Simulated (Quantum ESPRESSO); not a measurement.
# Cr: a ladder in cutoff, mesh and threshold together

Wanted: the cheapest choice of cutoff, mesh and threshold together that holds the magnetic results of Cr.

Method: PBE; plane waves with GBRV 1.5 PBE potentials, no spin-orbit coupling (settings of the first rung), in Quantum ESPRESSO 7.5.

Most raw output is cut from this account.

### Step 1. The structure

Symmetry: Im-3m, No. 229, cubic system. Conventional cell: a = 2.969 Å, b = 2.969 Å, c = 2.969 Å, α = 90.00°, β = 90.00°, γ = 90.00°. Cr has 8 Cr at 2.57 Å nearest.

The cell comes from Materials Project 2023-11-01, a database of computed structures, and need not be the stable phase.

### Step 2. Rung 1, start ferro ++

ASE passes magmoms on as starting_magnetization. pw.x reads values of 1 or more as Bohr magnetons; where all are smaller, it reads them as fractions of the valence charge.

File pw.py:

```python
from ase import Atoms
from ase.calculators.espresso import Espresso, EspressoProfile

atoms = Atoms(['Cr', 'Cr'],
    cell=[[2.96889936, 0.0, 0.0],
         [0.0, 2.96889936, 0.0],
         [0.0, 0.0, 2.96889936]],
    scaled_positions=[[0.0, 0.0, 0.0],
         [0.5, 0.5, 0.5]],
    pbc=True,
    magmoms=[2.5, 2.5])
input_data = {
    'control': {'calculation': 'scf', 'prefix': 'pwscf', 'outdir': './tmp', 'disk_io': 'nowf'},
    'system': {'ecutwfc': 22.0, 'ecutrho': 154.0, 'nbnd': 23, 'occupations': 'smearing', 'smearing': 'fd', 'degauss': 0.00367493, 'nspin': 2},
    'electrons': {'conv_thr': 2e-06, 'electron_maxstep': 150, 'mixing_beta': 0.3},
}
atoms.calc = Espresso(
    profile=EspressoProfile(command='mpirun -n 2 pw.x -nk 2', pseudo_dir='pseudo'),
    pseudopotentials={'Cr': 'cr_pbe_v1.5.uspp.F.UPF'},
    input_data=input_data,
    kpts=(4, 4, 4),
    koffset=(0, 0, 0))
atoms.get_potential_energy()
energy = atoms.calc.results['free_energy']
print(f'free energy: {energy:.6f} eV')
print('site moments (muB):', atoms.get_magnetic_moments().round(3))
```

On the command line:

```bash
OMP_NUM_THREADS=1 python3 pw.py > pw.log
```

The job ended after 3.8 s (2 MPI ranks of Intel Xeon Platinum 8488C (Sapphire Rapids), shared host; peak memory 0.21 GiB).

Spin moment in the atom's sphere by atom:

```csv
atom,spin moment in the atom's sphere (μB)
Cr1,-0.0134
Cr2,0.0135
```

Read from the output:

| Quantity | Value |
| --- | --- |
| magnetization | 0 μB |
| final state | non-magnetic |

### Step 3. Rung 1, start antiferro +-

Changes to pw.py since step 2:

```diff
@@ -10,6 +10,6 @@
     pbc=True,
-    magmoms=[2.5, 2.5])
+    magmoms=[2.5, -2.5])
 input_data = {
     'control': {'calculation': 'scf', 'prefix': 'pwscf', 'outdir': './tmp', 'disk_io': 'nowf'},
-    'system': {'ecutwfc': 22.0, 'ecutrho': 154.0, 'nbnd': 23, 'occupations': 'smearing', 'smearing': 'fd', 'degauss': 0.00367493, 'nspin': 2},
+    'system': {'ecutwfc': 22.0, 'ecutrho': 154.0, 'nbnd': 21, 'occupations': 'smearing', 'smearing': 'fd', 'degauss': 0.00367493, 'nspin': 2},
     'electrons': {'conv_thr': 2e-06, 'electron_maxstep': 150, 'mixing_beta': 0.3},
```

On the command line:

```bash
OMP_NUM_THREADS=1 python3 pw.py > pw.log
```

Elapsed: 3.7 s, on 2 MPI ranks; peak memory 0.21 GiB.

Spin moment in the atom's sphere by atom:

```csv
atom,spin moment in the atom's sphere (μB)
Cr1,1.41
Cr2,-1.41
```

This step gave:

```
magnetization : 0 μB
final state   : antiferromagnetic
```

### Step 4. Rung 2, start ferro ++

Changes to pw.py since step 3:

```diff
@@ -10,7 +10,7 @@
     pbc=True,
-    magmoms=[2.5, -2.5])
+    magmoms=[2.5, 2.5])
 input_data = {
     'control': {'calculation': 'scf', 'prefix': 'pwscf', 'outdir': './tmp', 'disk_io': 'nowf'},
-    'system': {'ecutwfc': 22.0, 'ecutrho': 154.0, 'nbnd': 21, 'occupations': 'smearing', 'smearing': 'fd', 'degauss': 0.00367493, 'nspin': 2},
-    'electrons': {'conv_thr': 2e-06, 'electron_maxstep': 150, 'mixing_beta': 0.3},
+    'system': {'ecutwfc': 30.0, 'ecutrho': 210.0, 'nbnd': 23, 'occupations': 'smearing', 'smearing': 'fd', 'degauss': 0.00367493, 'nspin': 2},
+    'electrons': {'conv_thr': 2e-07, 'electron_maxstep': 150, 'mixing_beta': 0.3},
 }
@@ -20,3 +20,3 @@
     input_data=input_data,
-    kpts=(4, 4, 4),
+    kpts=(6, 6, 6),
     koffset=(0, 0, 0))
```

On the command line:

```bash
OMP_NUM_THREADS=1 python3 pw.py > pw.log
```

Wall time 4.7 s (2 MPI ranks); peak memory 0.23 GiB; 8.5 s of CPU time.

Read from the output:

```
magnetization  : 0 μB
final state    : non-magnetic
largest moment : 0.006652 μB
```

### Step 5. Rung 2, start antiferro +-

Changes to pw.py since step 4:

```diff
@@ -10,6 +10,6 @@
     pbc=True,
-    magmoms=[2.5, 2.5])
+    magmoms=[2.5, -2.5])
 input_data = {
     'control': {'calculation': 'scf', 'prefix': 'pwscf', 'outdir': './tmp', 'disk_io': 'nowf'},
-    'system': {'ecutwfc': 30.0, 'ecutrho': 210.0, 'nbnd': 23, 'occupations': 'smearing', 'smearing': 'fd', 'degauss': 0.00367493, 'nspin': 2},
+    'system': {'ecutwfc': 30.0, 'ecutrho': 210.0, 'nbnd': 21, 'occupations': 'smearing', 'smearing': 'fd', 'degauss': 0.00367493, 'nspin': 2},
     'electrons': {'conv_thr': 2e-07, 'electron_maxstep': 150, 'mixing_beta': 0.3},
```

On the command line:

```bash
OMP_NUM_THREADS=1 python3 pw.py > pw.log
```

The job ended after 4.1 s (2 MPI ranks; peak memory 0.22 GiB).

This step gave:

```
magnetization  : 0 μB
final state    : antiferromagnetic
largest moment : 1.750 μB
```

### Step 6. Rung 3, start ferro ++

Changes to pw.py since step 5:

```diff
@@ -10,7 +10,7 @@
     pbc=True,
-    magmoms=[2.5, -2.5])
+    magmoms=[2.5, 2.5])
 input_data = {
     'control': {'calculation': 'scf', 'prefix': 'pwscf', 'outdir': './tmp', 'disk_io': 'nowf'},
-    'system': {'ecutwfc': 30.0, 'ecutrho': 210.0, 'nbnd': 21, 'occupations': 'smearing', 'smearing': 'fd', 'degauss': 0.00367493, 'nspin': 2},
-    'electrons': {'conv_thr': 2e-07, 'electron_maxstep': 150, 'mixing_beta': 0.3},
+    'system': {'ecutwfc': 40.0, 'ecutrho': 280.0, 'nbnd': 23, 'occupations': 'smearing', 'smearing': 'fd', 'degauss': 0.00367493, 'nspin': 2},
+    'electrons': {'conv_thr': 4e-09, 'electron_maxstep': 150, 'mixing_beta': 0.3},
 }
@@ -20,3 +20,3 @@
     input_data=input_data,
-    kpts=(6, 6, 6),
+    kpts=(10, 10, 10),
     koffset=(0, 0, 0))
```

On the command line:

```bash
OMP_NUM_THREADS=1 python3 pw.py > pw.log
```

Elapsed: 22 s, on 2 MPI ranks; peak memory 0.27 GiB.

Numbers from this step:

| Item | Value |
| --- | --- |
| magnetization | 0 μB |
| final state | non-magnetic |
| largest moment | 0 μB |

### Step 7. Rung 3, start antiferro +-

Changes to pw.py since step 6:

```diff
@@ -10,6 +10,6 @@
     pbc=True,
-    magmoms=[2.5, 2.5])
+    magmoms=[2.5, -2.5])
 input_data = {
     'control': {'calculation': 'scf', 'prefix': 'pwscf', 'outdir': './tmp', 'disk_io': 'nowf'},
-    'system': {'ecutwfc': 40.0, 'ecutrho': 280.0, 'nbnd': 23, 'occupations': 'smearing', 'smearing': 'fd', 'degauss': 0.00367493, 'nspin': 2},
+    'system': {'ecutwfc': 40.0, 'ecutrho': 280.0, 'nbnd': 21, 'occupations': 'smearing', 'smearing': 'fd', 'degauss': 0.00367493, 'nspin': 2},
     'electrons': {'conv_thr': 4e-09, 'electron_maxstep': 150, 'mixing_beta': 0.3},
```

On the command line:

```bash
OMP_NUM_THREADS=1 python3 pw.py > pw.log
```

The job ended after 17 s (2 MPI ranks; peak memory 0.27 GiB).

This step gave:

```yaml
magnetization: 0 μB
final_state: antiferromagnetic
largest_moment: 1.780 μB
```

### Step 8. Rung 4, start ferro ++

Changes to pw.py since step 7:

```diff
@@ -10,7 +10,7 @@
     pbc=True,
-    magmoms=[2.5, -2.5])
+    magmoms=[2.5, 2.5])
 input_data = {
     'control': {'calculation': 'scf', 'prefix': 'pwscf', 'outdir': './tmp', 'disk_io': 'nowf'},
-    'system': {'ecutwfc': 40.0, 'ecutrho': 280.0, 'nbnd': 21, 'occupations': 'smearing', 'smearing': 'fd', 'degauss': 0.00367493, 'nspin': 2},
-    'electrons': {'conv_thr': 4e-09, 'electron_maxstep': 150, 'mixing_beta': 0.3},
+    'system': {'ecutwfc': 52.0, 'ecutrho': 364.0, 'nbnd': 23, 'occupations': 'smearing', 'smearing': 'fd', 'degauss': 0.00367493, 'nspin': 2},
+    'electrons': {'conv_thr': 2e-10, 'electron_maxstep': 150, 'mixing_beta': 0.3},
 }
@@ -20,3 +20,3 @@
     input_data=input_data,
-    kpts=(10, 10, 10),
+    kpts=(12, 12, 12),
     koffset=(0, 0, 0))
```

On the command line:

```bash
OMP_NUM_THREADS=1 python3 pw.py > pw.log
```

The job ended after 33 s (2 MPI ranks; peak memory 0.34 GiB).

Read from the output:

```
magnetization  : 0 μB
final state    : non-magnetic
largest moment : 0 μB
```

### Step 9. Rung 4, start antiferro +-

Changes to pw.py since step 8:

```diff
@@ -10,6 +10,6 @@
     pbc=True,
-    magmoms=[2.5, 2.5])
+    magmoms=[2.5, -2.5])
 input_data = {
     'control': {'calculation': 'scf', 'prefix': 'pwscf', 'outdir': './tmp', 'disk_io': 'nowf'},
-    'system': {'ecutwfc': 52.0, 'ecutrho': 364.0, 'nbnd': 23, 'occupations': 'smearing', 'smearing': 'fd', 'degauss': 0.00367493, 'nspin': 2},
+    'system': {'ecutwfc': 52.0, 'ecutrho': 364.0, 'nbnd': 21, 'occupations': 'smearing', 'smearing': 'fd', 'degauss': 0.00367493, 'nspin': 2},
     'electrons': {'conv_thr': 2e-10, 'electron_maxstep': 150, 'mixing_beta': 0.3},
```

On the command line:

```bash
OMP_NUM_THREADS=1 python3 pw.py > pw.log
```

The job ended after 26 s (2 MPI ranks; peak memory 0.34 GiB).

Numbers from this step:

- magnetization: 0 μB
- final state: antiferromagnetic
- largest moment: 1.786 μB

### Step 10. A faulty input

One input was spoiled on purpose, to see how the program answers.

File pw.in:

```
&CONTROL
  calculation = 'scf'
  prefix = 'pwscf'
  outdir = './tmp'
  pseudo_dir = './pseudo'
  disk_io = 'nowf'
/
&SYSTEM
  ibrav = 0
  nat = 2
  ntyp = 2
  ecutwfc = 40
  ecutrho = 280
  nbnd = 23
  occupations = 'smearing'
  smearing = 'fd'
  degauss = 0.00367493
  nspin = 2
  starting_magnetization(1) = 0.1786
/
&ELECTRONS
  conv_thr = 4d-09
  electron_maxstep = 60
  mixing_beta = 0.3
/
ATOMIC_SPECIES
Cr     51.9961 cr_pbe_v1.5.uspp.F.UPF
CELL_PARAMETERS angstrom
   2.9688993551    0.0000000000    0.0000000000
   0.0000000000    2.9688993551    0.0000000000
   0.0000000000    0.0000000000    2.9688993551
ATOMIC_POSITIONS crystal
Cr      0.0000000000    0.0000000000    0.0000000000
Cr      0.5000000000    0.5000000000    0.5000000000
K_POINTS automatic
12 12 12 0 0 0
```

On the command line:

```bash
OMP_NUM_THREADS=1 mpirun -n 2 pw.x -nk 2 -in pw.in > pw.out
```

Run time: 0.66 s. Hardware: 2 MPI ranks; peak memory 0.05 GiB.

The input was rejected at the start.

The program's message: “card_atomic_species (5010): cannot read atomic specie from: CELL_PARAMETERS angstrom”

The fault put into the input: a wrong number of types.

### Step 11. The rungs together

Ladder, by row:

```csv
rung,cutoff (eV),mesh,state from the first start,state from the second start,second less first (meV a seeded atom),"moment, first (μB)","moment, second (μB)",CPU time (s)
1,299,4x4x4,non-magnetic,antiferromagnetic,-20.23,0.01349,1.413,13.19
2,408,6x6x6,non-magnetic,antiferromagnetic,-82.33,0.006652,1.75,15.81
3,544,10x10x10,non-magnetic,antiferromagnetic,-92.9,0,1.78,74.99
4,707,12x12x12,non-magnetic,antiferromagnetic,-92.61,0,1.786,117.1
```

### Step 12. Results

```
range of the largest moment, first start             : 0 to 0.0135 μB; second start 1.41 to 1.79 μB
range of CPU time                                    : 13 s to 2 min
range of the energy difference                       : -92.9 to -20.2 meV a seeded atom
first rung that agrees with the last (margins below) : 3
```

What this shows: From rung 3 on the states are those of the last rung, the moments stay within 0.05 μB of it and the difference within 4.6 meV; rung 3 took 64 % of its CPU time.

[Logs and program files are shortened in this print: banners, set-up blocks, solver, clock and traceback lines can be left out without a mark of their own.]

[Logs are printed without paths, hosts, clocks, repeated set-up lines and the standing remarks that a program may print on its own settings, such as how far it seeks lower states.]

[Hosts, paths, dates, database ids (printed as entryN), source tags and the programs' standing remarks are cut or masked in the printed files.]

[Where a cell is said to come from a database of computed structures, the database is the Materials Project.]
